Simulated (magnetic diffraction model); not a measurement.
# Which magnetic order? Li₂Co₃P₄S₁₄

Space group P-1 (no. 2), a = 6.6250 Å, b = 8.3900 Å, c = 8.9540 Å, α = 73.62°, β = 83.04°, γ = 68.88°.

```
site  atom       x       y       z
  1a    Co       0       0       0
  2i    Co  0.1940  0.5126  0.3150
  2i     S  0.9550  0.3517  0.4488
  2i     S  0.0262  0.9452  0.7169
  2i     S  0.3240  0.2746  0.1503
  2i     S  0.3739  0.7748  0.1320
  2i     S  0.4561  0.7333  0.5552
  2i     S  0.1589  0.2291  0.8575
  2i     S  0.2618  0.5541  0.8666
  2i     P  0.3526  0.3103  0.9310
  2i     P  0.1967  0.7297  0.6556
  2i    Li  0.3566  0.9722  0.3141
```

This is a made-up structure (elements placed in a structure type, unrelaxed), so the numbers test the method and describe no known phase.

Only Co is taken to order (form factors of Co2+); orders and moment sizes are assumed, and not adapted to the symmetry. Radiation: neutrons of λ = 1.909 Å, 8° to 30°; isotropic B of 0.59 Å² (Co), 0.62 Å² (S), 0.8 Å² (P) and 0.83 Å² (Li). Simulated constant-wavelength pattern: nuclear and magnetic terms add, the magnetic one as |2.695 fm × Σ f S⊥ exp(2πi Q·r) exp(−B s²)|², summed over all Q at one angle with the factor 1/(sin²θ cos θ). For collinear order S is the moment m, which repeats by lattice and centring translations R with the sign exp(−2πi k·R). Free-ion form factors, Sears's scattering lengths of 1992, no absorption; a label names one of the reflections at its angle. The strongest nuclear line in the range is 100, and lines under 0.2 are left out.

Above the ordering temperature:

```csv
2θ (°),index,I
12.76,(0 0 1),37.8
14.50,(0 1 0),92.5
16.69,(0 1 1),6.7
17.77,(1 0 0),8.8
18.72,(1 1 0),22.4
20.22,(1 1 1),38.8
21.71,(1 0 1),1.1
21.72,(0 1 -1),20.4
22.17,(1 0 -1),100.0
24.98,(1 1 -1),9.4
25.68,(0 0 2),2.4
26.08,(0 1 2),99.5
26.66,(1 -1 0),6.5
27.88,(1 2 1),4.2
28.12,(-1 1 1),34.0
28.33,(1 1 2),42.5
28.57,(1 2 0),32.5
28.75,(0 2 1),0.3
29.24,(0 2 0),87.6
```

Below it (cell unchanged):

```tsv
2θ (°)	I
10.07	25.9
12.41	89.8
12.76	37.8
13.96	71.2
14.50	92.5
15.42	13.8
16.69	6.7
17.77	8.8
18.72	22.4
19.41	4.1
19.70	9.4
20.22	38.8
21.71	1.1
21.72	20.4
21.94	7.0
22.17	100.0
23.18	6.9
23.21	29.0
23.87	9.6
24.75	11.0
24.98	9.4
25.41	23.4
25.68	2.4
25.76	19.8
26.08	99.5
26.65	11.8
26.66	6.5
27.53	20.1
27.88	4.2
28.12	34.0
28.33	42.5
28.39	4.0
28.57	32.5
28.75	0.3
29.24	87.6
29.29	7.8
```

**Question.** Find the propagation vector, then choose among these models:
A. collinear moments along [101], 2.53 μB on Co; signs + at (0, 0, 0), − at (0.1940, 0.5126, 0.3150), − at (0.8060, 0.4874, 0.6850)
B. collinear moments along [101], 2.53 μB on Co; signs + at (0, 0, 0), + at (0.1940, 0.5126, 0.3150), + at (0.8060, 0.4874, 0.6850)
C. collinear moments along [001], 2.53 μB on Co; signs + at (0, 0, 0), + at (0.1940, 0.5126, 0.3150), + at (0.8060, 0.4874, 0.6850)
D. collinear moments along [001], 2.53 μB on Co; signs + at (0, 0, 0), − at (0.1940, 0.5126, 0.3150), − at (0.8060, 0.4874, 0.6850)

The new lines index as (1/2 1/2 1/2) at 10.07°, (1/2 1/2 -1/2) at 12.41°, (-1/2 1/2 1/2) at 13.96° and (1/2 -1/2 1/2) at 15.42°, that is as H ± k with k = (1/2 1/2 1/2). Half indices mean that the moments reverse under translations with k·R a half-integer, and the magnetic cell has twice the primitive volume.

Magnetic intensity, observed (below minus above) and for each model:

| 2θ (°) | index | observed | A | B | C | D |
| --- | --- | --- | --- | --- | --- | --- |
| 10.07 | (1/2 1/2 1/2) | 25.9 | 6.0 | 6.0 | 25.9 | 25.9 |
| 12.41 | (1/2 1/2 -1/2) | 89.8 | 118.6 | 118.6 | 89.8 | 89.8 |
| 13.96 | (-1/2 1/2 1/2) | 71.2 | 88.2 | 88.2 | 71.2 | 71.2 |
| 21.94 | (-1/2 1/2 3/2) | 7.0 | 19.5 | 19.5 | 7.0 | 7.0 |
| 23.18 | (1/2 1/2 -3/2) | 6.9 | 15.8 | 15.8 | 6.9 | 6.9 |
| 25.41 | (3/2 1/2 1/2) | 23.4 | 11.3 | 11.3 | 23.4 | 23.4 |
| 27.53 | (3/2 3/2 1/2) | 20.1 | 11.3 | 11.3 | 20.1 | 20.1 |
| 29.29 | (-1/2 3/2 3/2) | 7.8 | 11.7 | 11.7 | 7.8 | 7.8 |

Models C and D match alike on every line, so these data can't choose among them (such ties are often domains of one structure).

The structure used: k = (1/2 1/2 1/2), collinear moments along [001], 2.53 μB on Co; signs + at (0, 0, 0), + at (0.1940, 0.5126, 0.3150), + at (0.8060, 0.4874, 0.6850).

[Logs are printed without paths, hosts, clocks, repeated set-up lines and the standing remarks that a program may print on its own settings, such as how far it seeks lower states.]
